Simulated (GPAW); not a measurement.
# Geometry or basis: what sets the conductance of 1,4-phenylene between two Pt chains, part 2 of 2

Aim: the conductance of 1,4-phenylene between two Pt chains after relaxation, and whether geometry, basis or functional moves it most.

GPAW 26.7.0; GPAW LCAO, PAW setups; relaxation of the junction within the symmetry of its start, lead ends held (the session's first sound run).

So far, transmission at the Fermi level (one spin): step 3 (GPAW, dzp) 1.26; step 4 (basis szp(dzp)) 1.13.

## 5. GPAW, sz: basis = "sz(dzp)"

Level of this step: GPAW LCAO, PAW setups; Landauer transmission from Green's functions with principal layers (ASE), zero bias (GPAW).

The minimal basis is the cheapest rung: no second zeta and no polarisation.

File run.py:

```python
import json
import numpy as np
from ase import Atoms
from ase.transport.calculators import TransportCalculator
from gpaw import GPAW, FermiDirac
from gpaw.lcao.tools import get_lcao_hamiltonian
from scipy.linalg import eigh

# The junction with lead layers at both ends, along the third cell vector
device = Atoms(
    ['Pt', 'Pt', 'Pt', 'Pt', 'Pt', 'Pt', 'Pt', 'Pt', 'C', 'H', 'H', 'C', 'C', 'C', 'C', 'H', 'H', 'C', 'Pt', 'Pt', 'Pt', 'Pt', 'Pt', 'Pt', 'Pt', 'Pt'],
    positions=[
        [5.39909, 4.50000, 1.20000],
        [5.39909, 4.50000, 3.60000],
        [5.39909, 4.50000, 6.00000],
        [5.39909, 4.50000, 8.40000],
        [5.39909, 4.50000, 10.80000],
        [5.39909, 4.50000, 13.20000],
        [5.39909, 4.50000, 15.60000],
        [5.39909, 4.50000, 18.06392],
        [5.39909, 4.50000, 20.02944],
        [7.59451, 4.50000, 20.20492],
        [3.20367, 4.50000, 20.20492],
        [6.63014, 4.50000, 20.75267],
        [4.16805, 4.50000, 20.75267],
        [6.63014, 4.50000, 22.15698],
        [4.16805, 4.50000, 22.15698],
        [7.59451, 4.50000, 22.70473],
        [3.20367, 4.50000, 22.70473],
        [5.39909, 4.50000, 22.88021],
        [5.39909, 4.50000, 24.84573],
        [5.39909, 4.50000, 27.30965],
        [5.39909, 4.50000, 29.70965],
        [5.39909, 4.50000, 32.10965],
        [5.39909, 4.50000, 34.50965],
        [5.39909, 4.50000, 36.90965],
        [5.39909, 4.50000, 39.30965],
        [5.39909, 4.50000, 41.70965]],
    cell=[[10.79818, 0.0, 0.0], [0.0, 9.0, 0.0], [0.0, 0.0, 42.90965]],
    pbc=True)

# One principal layer of the lead: the first 5 atoms of the device
lead = Atoms(
    ['Pt', 'Pt', 'Pt', 'Pt', 'Pt'],
    positions=[
        [5.39909, 4.50000, 1.20000],
        [5.39909, 4.50000, 3.60000],
        [5.39909, 4.50000, 6.00000],
        [5.39909, 4.50000, 8.40000],
        [5.39909, 4.50000, 10.80000]],
    cell=[[10.79818, 0.0, 0.0], [0.0, 9.0, 0.0], [0.0, 0.0, 12.0]],
    pbc=True)

settings = dict(mode='lcao', basis='sz(dzp)', xc='PBE', h=0.2,
                occupations=FermiDirac(0.1), maxiter=250,
                mixer=dict(beta=0.1, nmaxold=8, weight=100.0),
                convergence=dict(density=0.0001))
energies = np.arange(-2, 2 + 1e-9, 0.025)
eta = 0.0001
n1, n2 = 1, 1
# k and -k transmit alike, so half of the mesh across the current serves
mesh = [(i, j) for i in range(n1) for j in range(n2) if (i, j) <= (-i % n1, -j % n2)]
weights = np.array([1 if (i, j) == (-i % n1, -j % n2) else 2 for i, j in mesh]) / (n1 * n2)


def ground_state(atoms, size, txt):
    atoms.calc = GPAW(kpts={'size': size, 'gamma': True}, symmetry={'tolerance': 1e-3}, txt=txt, **settings)
    atoms.get_potential_energy()
    return atoms.calc.get_fermi_level()


def blocks(atoms, fermi, points, nz, cells):
    """H - E_F S and S between cell 0 and the cells above it, at each point across the current."""
    kz = np.arange(nz) / nz
    calc = atoms.calc.fixed_density(kpts=[(*k, z) for k in points for z in kz], symmetry='off', txt=None)
    H, S = get_lcao_hamiltonian(calc)
    H = (H - fermi * S).reshape(len(H), len(points), nz, *S.shape[1:])
    S = S.reshape(H.shape[1:])
    phases = [np.exp(-2j * np.pi * kz * R) / nz for R in cells]
    return [(np.einsum('skzij,z->ksij', H, p), np.einsum('kzij,z->kij', S, p)) for p in phases]


def pair(a, b):
    return np.block([[a, b], [b.T.conj(), a]])


def count_channels(h, s, cells, nk=240):
    """Half the number of times that the lead's bands cross each energy, unfolded to its shortest repeat."""
    b = len(h) // cells
    bands = []
    for k in (np.arange(nk + 1) + 0.5) / nk:
        hk, sk = h[:b, :b].copy(), s[:b, :b].copy()
        for R in range(1, cells):
            phase, block = np.exp(2j * np.pi * k * R), slice(R * b, (R + 1) * b)
            hk += h[:b, block] * phase + (h[:b, block] * phase).T.conj()
            sk += s[:b, block] * phase + (s[:b, block] * phase).T.conj()
        w, u = eigh(sk)
        x = u[:, w > 1e-5] / w[w > 1e-5]**0.5  # drop near-dependent combinations
        bands.append(np.r_[eigh(x.T.conj() @ hk @ x, eigvals_only=True), [1e9] * (w <= 1e-5).sum()])
    below = np.array(bands)[:, :, None] < energies
    return (below[1:] != below[:-1]).sum((0, 1)) / 2


fermi_lead = ground_state(lead, (1, 1, 10), 'lead.txt')
fermi_device = ground_state(device, (1, 1, 2), 'device.txt')
T, channels, eigen, tail, misfit, shifts = [], [], [], 0.0, 0.0, []
for first in range(0, len(mesh), 164):
    points = [(i / n1, j / n2) for i, j in mesh[first:first + 164]]
    (H0k, S0k), (H1k, S1k), (H2k, _) = blocks(lead, fermi_lead, points, 5, range(3))
    [(Hk, Sk)] = blocks(device, fermi_device, points, 2, [0])
    tail = max(tail, abs(H2k).max())
    for H0, S0, H1, S1, H, S in zip(H0k, S0k, H1k, S1k, Hk, Sk):
        n = len(S0)
        # Shift the lead onto the potential of the device's first layer
        shift = ((H[:, 0, 0] - H0[:, 0, 0]) / S0[0, 0]).real.mean()
        shifts.append(shift)
        misfit = max(misfit, abs(H[:, :n, :n] - H0 - shift * S0).max())
        Tk, Ck, Ek = [], [], []
        for s in range(len(H)):
            t = s % len(H0)  # a lead without moments serves both spins
            h1, s1 = pair(H0[t] + shift * S0, H1[t] + shift * S1), pair(S0, S1)
            leads = dict(h1=h1, s1=s1, energies=energies, eta=eta, eta1=eta, eta2=eta)
            calc = TransportCalculator(h=H[s], s=S, eigenchannels=3, **leads)
            Tk.append(calc.get_transmission())
            Ek.append(np.sort(calc.eigenchannels_ne, axis=0)[::-1])
            Ck.append(count_channels(h1, s1, 10))
        T.append(Tk)
        channels.append(Ck)
        eigen.append(Ek)
T, channels = np.array(T), np.array(channels)
mean, open_channels = np.einsum('kse,k->se', T, weights), np.einsum('kse,k->se', channels, weights)

print(f'basis functions: device {len(S)}, principal layer {n}')
print(f'Fermi level: lead {fermi_lead:.4f} eV, device {fermi_device:.4f} eV; lead shifted by {np.mean(shifts):.4f} eV')
print(f'largest coupling past the next layer {tail:.2e} eV, largest misfit of the first layer {misfit:.3f} eV')
print('  E-E_F (eV)   ' + 'T (one spin)  channels')
for e, t, c in zip(energies, mean.T, open_channels.T):
    print(f'{e:10.3f}  ', *[f'{x:11.4e}' for x in t], *[f'{x:9.4f}' for x in c])

kT = 8.617333e-5 * 300
fine = np.linspace(energies[0], energies[-1], 4001)
both = np.exp(np.interp(fine, energies, np.log(np.maximum(mean.sum(0) * 2 / len(mean), 1e-30))))
fermi = lambda mu: 1 / (1 + np.exp(np.clip((fine - mu) / kT, -200, 200)))
slope = fermi(0) * (1 - fermi(0)) / kT
G = np.trapezoid(both * slope, fine) / 2
seebeck = -np.trapezoid(both * slope * fine, fine) / (2 * G * 300) * 1e6
print(f'conductance at 300 K: {G:.5g} G0 a cell; thermopower {seebeck:.4g} uV/K')
bias = [0.1, 0.2, 0.5, 1.0, 1.5, 2.0]
current = [38.74 * np.trapezoid(both * (fermi(V / 2) - fermi(-V / 2)), fine) for V in bias]
for V, I in zip(bias, current):
    print(f'current from the zero-bias T(E) at {V} V: {I:.5g} uA')
zero = abs(energies).argmin()
json.dump(dict(energies=energies.tolist(), T=mean.tolist(), channels=open_channels.tolist(), G=G, seebeck=seebeck,
               bias=bias, current=current, tail=tail, misfit=misfit, shift=np.mean(shifts), n_device=len(S), n_lead=n,
               fermi=[fermi_lead, fermi_device], energy=device.get_potential_energy(),
               moments=device.get_magnetic_moments().tolist(), mesh=mesh, weights=weights.tolist(),
               T_k=T[:, :, zero].tolist(), eigen=np.array(eigen[0]).tolist()), open('result.json', 'w'))
```

The run is started by

```console
$ OMP_NUM_THREADS=1 OPENBLAS_NUM_THREADS=1 python run.py
```

Log:

```text
basis functions: device 220, principal layer 60
Fermi level: lead -4.9056 eV, device -4.9026 eV; lead shifted by -0.0062 eV
largest coupling past the next layer 8.11e-06 eV, largest misfit of the first layer 0.067 eV
  E-E_F (eV)   T (one spin)  [channel counts left out]
    -2.000    9.4028e-01
    -1.975    9.4475e-01
    -1.950    9.4914e-01
[...]
1.975    2.6969e-03
     2.000    2.5869e-03
conductance at 300 K: 1.051 G0 a cell; thermopower -1.72 uV/K
current from the zero-bias T(E) at 0.1 V: 8.1419 uA
current from the zero-bias T(E) at 0.2 V: 16.272 uA
current from the zero-bias T(E) at 0.5 V: 40.335 uA
current from the zero-bias T(E) at 1.0 V: 74.996 uA
current from the zero-bias T(E) at 1.5 V: 98.252 uA
current from the zero-bias T(E) at 2.0 V: 118.34 uA
```

Elapsed: 86 s, on 1 thread of Arm Neoverse V2, shared host; peak memory 1.6 GiB.

Numbers from this step:

```yaml
conductance: 1.051 G₀
thermopower: -1.720 μV/K
largest_coupling_past_the_next_principal_layer: 8.11e-6 eV
largest_misfit_of_the_first_principal_layer: 0.06707 eV
shift_that_aligns_the_lead: -0.006183 eV
basis_functions_of_the_junction: 220
basis_functions_of_a_principal_layer: 60
transmission_at_the_fermi_level_one_spin: 1.051
```

The conductance, 1.05 G₀, lies 17 % below that of the dzp run.

## 6. RPBE in the dzp basis: xc = "RPBE"

Back in the dzp basis, the functional changes from PBE to RPBE, to set the spread between functionals beside that between bases.

run.py: that of step 5 with these lines changed.

```diff
@@ -53,3 +53,3 @@
 
-settings = dict(mode='lcao', basis='sz(dzp)', xc='PBE', h=0.2,
+settings = dict(mode='lcao', basis='dzp', xc='RPBE', h=0.2,
                 occupations=FermiDirac(0.1), maxiter=250,
```

Log:

```text
basis functions: device 530, principal layer 135
Fermi level: lead -4.6551 eV, device -4.5024 eV; lead shifted by -0.0092 eV
largest coupling past the next layer 8.00e-06 eV, largest misfit of the first layer 0.123 eV
  E-E_F (eV)   T (one spin)  [channel counts left out]
    -2.000    1.0406e+00
    -1.975    1.0419e+00
    -1.950    1.0433e+00
[...]
1.975    2.1597e-03
     2.000    2.0144e-03
conductance at 300 K: 1.2528 G0 a cell; thermopower -0.2725 uV/K
current from the zero-bias T(E) at 0.1 V: 9.7064 uA
current from the zero-bias T(E) at 0.2 V: 19.41 uA
current from the zero-bias T(E) at 0.5 V: 48.351 uA
current from the zero-bias T(E) at 1.0 V: 93.635 uA
current from the zero-bias T(E) at 1.5 V: 125.32 uA
current from the zero-bias T(E) at 2.0 V: 148.26 uA
```

Wall time 3.8 min (1 thread); peak memory 1.8 GiB.

This step gave:

- conductance: 1.253 G₀
- largest coupling past the next principal layer: 8.00e-6 eV
- largest misfit of the first principal layer: 0.1232 eV
- shift that aligns the lead: -0.009222 eV
- basis functions of the junction: 530
- basis functions of a principal layer: 135
- transmission at the Fermi level (one spin): 1.253

One spin. Transmission, zone mean against energy, zero at the Fermi level:

energy (eV), transmission, zone mean and a bar:
```
   -2.000       1.04 #####################
   -1.900       1.05 #####################
   -1.800       1.05 #####################
   -1.700       1.06 ######################
   -1.600       1.05 ######################
   -1.500       1.06 ######################
   -1.400       1.06 ######################
   -1.300       1.08 ######################
   -1.200       1.09 ######################
   -1.100       1.10 ######################
   -1.000       1.11 #######################
   -0.900       1.13 #######################
   -0.800       1.17 ########################
   -0.700       1.22 #########################
   -0.600       1.22 #########################
   -0.500       1.30 ##########################
   -0.400       1.30 ###########################
   -0.350       1.47 ##############################
   -0.300       1.33 ###########################
   -0.200       1.25 #########################
   -0.100       1.25 #########################
    0.000       1.25 ##########################
    0.100       1.26 ##########################
    0.200       1.23 #########################
    0.300       1.24 #########################
    0.400       0.97 ####################
    0.500       0.72 ###############
    0.600       0.50 ##########
    0.700       0.17 ###
    0.800       0.04 #
    0.900       0.03 #
    1.000       0.02 
    1.100       0.02 
    1.200       0.01 
    1.300       0.01 
    1.400       0.01 
    1.500       0.01 
    1.600       0.01 
    1.700       0.00 
    1.800       0.00 
    1.900       0.00 
    2.000       0.00
```

The conductance, 1.25 G₀, lies 0.6 % below that of the dzp run.

## 7. Without the relaxation: geometry = "as built"

The dzp basis with PBE on the structure as first built shows what the relaxation was worth.

run.py: that of step 6 with these lines changed.

```diff
@@ -19,14 +19,14 @@
         [5.39909, 4.50000, 15.60000],
-        [5.39909, 4.50000, 18.06392],
-        [5.39909, 4.50000, 20.02944],
-        [7.59451, 4.50000, 20.20492],
-        [3.20367, 4.50000, 20.20492],
-        [6.63014, 4.50000, 20.75267],
-        [4.16805, 4.50000, 20.75267],
-        [6.63014, 4.50000, 22.15698],
-        [4.16805, 4.50000, 22.15698],
-        [7.59451, 4.50000, 22.70473],
-        [3.20367, 4.50000, 22.70473],
-        [5.39909, 4.50000, 22.88021],
-        [5.39909, 4.50000, 24.84573],
+        [5.39909, 4.50000, 18.00000],
+        [5.39909, 4.50000, 20.06000],
+        [7.54818, 4.50000, 20.21405],
+        [3.25000, 4.50000, 20.21405],
+        [6.60705, 4.50000, 20.75741],
+        [4.19114, 4.50000, 20.75741],
+        [6.60705, 4.50000, 22.15224],
+        [4.19114, 4.50000, 22.15224],
+        [7.54818, 4.50000, 22.69560],
+        [3.25000, 4.50000, 22.69560],
+        [5.39909, 4.50000, 22.84965],
+        [5.39909, 4.50000, 24.90965],
         [5.39909, 4.50000, 27.30965],
@@ -53,3 +53,3 @@
 
-settings = dict(mode='lcao', basis='dzp', xc='RPBE', h=0.2,
+settings = dict(mode='lcao', basis='dzp', xc='PBE', h=0.2,
                 occupations=FermiDirac(0.1), maxiter=250,
```

Log:

```text
basis functions: device 530, principal layer 135
Fermi level: lead -4.7602 eV, device -4.6117 eV; lead shifted by -0.0092 eV
largest coupling past the next layer 8.09e-06 eV, largest misfit of the first layer 0.128 eV
  E-E_F (eV)   T (one spin)  [channel counts left out]
    -2.000    1.2738e+00
    -1.975    1.2672e+00
    -1.950    1.2602e+00
[...]
1.975    3.6425e-03
     2.000    3.4349e-03
conductance at 300 K: 1.0749 G0 a cell; thermopower -2.686 uV/K
current from the zero-bias T(E) at 0.1 V: 8.327 uA
current from the zero-bias T(E) at 0.2 V: 16.641 uA
current from the zero-bias T(E) at 0.5 V: 41.216 uA
current from the zero-bias T(E) at 1.0 V: 78.462 uA
current from the zero-bias T(E) at 1.5 V: 104.06 uA
current from the zero-bias T(E) at 2.0 V: 124.45 uA
```

It took 4 min on 1 thread; peak memory 1.8 GiB.

Numbers from this step:

* conductance: 1.075 G₀
* thermopower: -2.686 μV/K
* largest coupling past the next principal layer: 8.09e-6 eV
* largest misfit of the first principal layer: 0.1283 eV
* shift that aligns the lead: -0.009179 eV
* transmission at the Fermi level (one spin): 1.075

One spin. Transmission, zone mean against energy, zero at the Fermi level:

| energy (eV) | transmission, zone mean |
| --- | --- |
| -2.000 | 1.27 |
| -1.900 | 1.25 |
| -1.800 | 1.21 |
| -1.700 | 1.18 |
| -1.600 | 1.15 |
| -1.500 | 1.14 |
| -1.400 | 1.10 |
| -1.300 | 1.07 |
| -1.200 | 1.04 |
| -1.100 | 1.01 |
| -1.000 | 0.998 |
| -0.900 | 1.01 |
| -0.800 | 1.00 |
| -0.700 | 0.997 |
| -0.600 | 0.973 |
| -0.500 | 0.988 |
| -0.400 | 1.07 |
| -0.350 | 1.21 |
| -0.300 | 1.03 |
| -0.200 | 1.00 |
| -0.100 | 1.03 |
| 0.000 | 1.08 |
| 0.100 | 1.11 |
| 0.200 | 1.10 |
| 0.300 | 1.12 |
| 0.400 | 0.803 |
| 0.500 | 0.575 |
| 0.600 | 0.396 |
| 0.700 | 0.169 |
| 0.800 | 0.0562 |
| 0.900 | 0.0418 |
| 1.000 | 0.0319 |
| 1.100 | 0.0249 |
| 1.200 | 0.0197 |
| 1.300 | 0.0157 |
| 1.400 | 0.0127 |
| 1.500 | 0.0102 |
| 1.600 | 0.00829 |
| 1.700 | 0.00671 |
| 1.800 | 0.00540 |
| 1.900 | 0.00433 |
| 2.000 | 0.00343 |

The conductance, 1.07 G₀, lies 15 % below that of the dzp run.

## 8. All levels side by side

Times are for 1 thread of Arm Neoverse V2, shared host. Results by setting:

| no. | run | conductance (G₀) | time | memory (GiB) |
| --- | --- | --- | --- | --- |
| 1 | dzp | 1.260 | 4 min | 1.8 |
| 2 | szp | 1.131 | 2.1 min | 1.7 |
| 3 | sz | 1.051 | 86 s | 1.6 |
| 4 | dzp RPBE | 1.253 | 3.8 min | 1.8 |
| 5 | asbuilt | 1.075 | 4 min | 1.8 |

## 9. The levels side by side

The curves are compared point by point over the common energies.

This step: comparison of transmission and cost over codes, levels and geometry (GPAW 26.7.0).

Ladder, by row:

| step | code | T at the Fermi level (sum over the listed spins) | conductance (G0) | r.m.s. T(E) from the first | wall time (s) | peak memory (GiB) | threads |
| --- | --- | --- | --- | --- | --- | --- | --- |
| dzp | GPAW | 1.26 | 1.26 | 0 | 237.8 | 1.79 | 1 |
| szp | GPAW | 1.132 | 1.131 | 0.107 | 126 | 1.71 | 1 |
| sz | GPAW | 1.051 | 1.051 | 0.164 | 85.61 | 1.65 | 1 |
| dzp-RPBE | GPAW | 1.253 | 1.253 | 0.01139 | 229.6 | 1.79 | 1 |
| asbuilt | GPAW | 1.075 | 1.075 | 0.1443 | 240.6 | 1.79 | 1 |

Transmission, zone mean, sum over the listed spins against energy, zero at the Fermi level:

| energy (eV) | dzp | szp | sz | dzp-RPBE | asbuilt |
| --- | --- | --- | --- | --- | --- |
| -2.000 | 1.04 | 0.995 | 0.940 | 1.04 | 1.27 |
| -1.800 | 1.05 | 1.02 | 0.971 | 1.05 | 1.21 |
| -1.600 | 1.05 | 1.03 | 0.981 | 1.05 | 1.15 |
| -1.400 | 1.07 | 1.03 | 0.980 | 1.06 | 1.10 |
| -1.200 | 1.09 | 1.04 | 0.991 | 1.09 | 1.04 |
| -1.000 | 1.11 | 1.06 | 1.00 | 1.11 | 0.998 |
| -0.800 | 1.18 | 1.10 | 1.03 | 1.17 | 1.00 |
| -0.600 | 1.23 | 1.12 | 1.03 | 1.22 | 0.973 |
| -0.400 | 1.32 | 1.16 | 1.04 | 1.30 | 1.07 |
| -0.350 | 1.42 | 1.33 | 1.13 | 1.47 | 1.21 |
| -0.325 | 1.46 | 1.28 | 1.25 | 1.36 | 1.10 |
| -0.200 | 1.26 | 1.11 | 1.01 | 1.25 | 1.00 |
| 0.000 | 1.26 | 1.13 | 1.05 | 1.25 | 1.08 |
| 0.200 | 1.24 | 1.10 | 1.04 | 1.23 | 1.10 |
| 0.400 | 0.979 | 0.723 | 0.621 | 0.966 | 0.803 |
| 0.600 | 0.512 | 0.268 | 0.198 | 0.498 | 0.396 |
| 0.800 | 0.0450 | 0.0235 | 0.0246 | 0.0447 | 0.0562 |
| 1.000 | 0.0247 | 0.0122 | 0.0145 | 0.0242 | 0.0319 |
| 1.200 | 0.0147 | 0.00711 | 0.00958 | 0.0143 | 0.0197 |
| 1.400 | 0.00921 | 0.00437 | 0.00675 | 0.00886 | 0.0127 |
| 1.600 | 0.00584 | 0.00273 | 0.00490 | 0.00554 | 0.00829 |
| 1.800 | 0.00367 | 0.00168 | 0.00358 | 0.00342 | 0.00540 |
| 2.000 | 0.00222 | 9.8e-4 | 0.00259 | 0.00201 | 0.00343 |

## 10. What came out

| Item | Value |
| --- | --- |
| conductance | 1.26 G₀ |
| transmission at the Fermi level, mean of the spins | 1.26 |
| thermopower | about 0 (under 1.5 μV/K) |

In words: In the dzp basis the junction conducts 1.26 G₀ at 300 K, with T = 1.26 a spin at the Fermi level; no smaller basis tried comes within 10 % of that conductance. Relaxation moved atoms by up to 0.064 Å and took the conductance from 1.07 to 1.26 G₀, as a ratio about as much as the step from dzp to the minimal basis. At the Fermi level the three most open eigenchannels pass 0.92, 0.33 and 0.0062. Measured against the first run (dzp), the nearest curve is that of dzp-RPBE (r.m.s. 0.011) and the farthest that of sz (0.16). Over the compared runs wall time goes from 86 s (sz) to 241 s (asbuilt), on a shared host. The leads kept an estimated spacing and the cell its length, so the junction may be under some tension or compression. The geometry comes from the orbital basis, which tends to overbind, and kept the symmetry of the start, so a structure of lower symmetry may lie lower. The run had no spin polarisation, so a magnetic state, which chains and small molecules with open shells often have, wasn't tested. Spin-orbit coupling is left out, which matters for the heavy atoms here. Semilocal functionals put molecular levels too near the Fermi level, so such conductances usually come out too high, and chain electrodes have a sharper density of states than real ones. An evenly spaced straight chain is an idealisation: free chains tend to dimerise, zigzag or, where a band edge lies near the Fermi level, turn magnetic. The currents use the zero-bias T(E) throughout, which holds only while the bias is small against the distance to the nearest feature.

[Logs are printed without paths, hosts, clocks, repeated set-up lines and the standing remarks that a program may print on its own settings, such as how far it seeks lower states.]

[Hosts, paths, dates, database ids (printed as entryN), source tags and the programs' standing remarks are cut or masked in the printed files.]
